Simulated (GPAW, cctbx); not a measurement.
## What do these deviations say about the bonding?

Tl2AgBiI6, Fm-3m (no. 225), a = 12.1729 Å, b = 12.1729 Å, c = 12.1729 Å, α = 90.00°, β = 90.00°, γ = 90.00°.

```csv
atom,mult.,x,y,z
Bi1,4,0,0,0
Tl1,8,1/4,3/4,3/4
I1,24,0,0,0.7473
Ag1,4,1/2,0,0
```

The start was made by putting kin elements into a known structure type; the compound need not exist, or be stable, in this form.

Absolute values of the static structure factors of the conventional cell from DFT (PBE, GPAW) against free spherical atoms, in electrons:

```
hkl  d (Å)  free atoms  crystal
111  7.028      119.85   119.54
020  6.087      276.97   278.26
022  4.304      700.93   697.70
131  3.670      140.44   140.31
222  3.514     1231.70  1233.59
040  3.043     2100.34  2100.66
133  2.793      159.65   159.57
042  2.722      228.08   227.68
242  2.485      643.28   644.33
333  2.343      177.58   177.47
```

**Question.** Which way does charge move, and which reflections show it best?

Project each element's phase sum on the total phase. |F| rises if density moves to atoms that scatter in phase and falls if it moves to atoms that scatter against it; the rule is for low angles, since changes of shape take over beyond. Where all elements are in phase the terms compete, and the compactness of the donor's and the acceptor's density matters too.

| hkl | Bi in phase | Tl in phase | I in phase | Ag in phase | change (e) | (%) |
| --- | --- | --- | --- | --- | --- | --- |
| 111 | +4.0 | 0.0 | -0.4 | -4.0 | -0.31 | -0.3 |
| 020 | +4.0 | -8.0 | +8.0 | +4.0 | +1.29 | +0.5 |
| 022 | +4.0 | +8.0 | -8.0 | +4.0 | -3.24 | -0.5 |
| 131 | +4.0 | 0.0 | +0.1 | -4.0 | -0.13 | -0.1 |
| 222 | -4.0 | +8.0 | +24.0 | -4.0 | +1.89 | +0.2 |
| 040 | +4.0 | +8.0 | +24.0 | +4.0 | +0.32 | 0.0 |
| 133 | +4.0 | 0.0 | +0.7 | -4.0 | -0.08 | -0.1 |
| 042 | +4.0 | -8.0 | +8.0 | +4.0 | -0.40 | -0.2 |

Low-angle reflections that set elements apart and change by more than 0.05 e: 111, 020, 022, 131, 222, 133 and 042. The signs fit a gain of density on I and a loss on Bi, Tl and Ag, apart from 042. The best witness is 020, +0.5 %, where I enters with +8.0. The real-space density agrees: Voronoi charges Bi +0.39, Tl +0.45, I -0.24, Ag +0.15 e. The shortest bond, I–Ag, has Δρ = +0.02 e/Å³ at its midpoint.

[Outputs are excerpts: Python notices, other lines and further rows are left out; steps that failed or that the build refused (PBEsol, TPSS) are not shown.]

[Logs are printed without paths, hosts, clocks, repeated set-up lines and the standing remarks that a program may print on its own settings, such as how far it seeks lower states.]
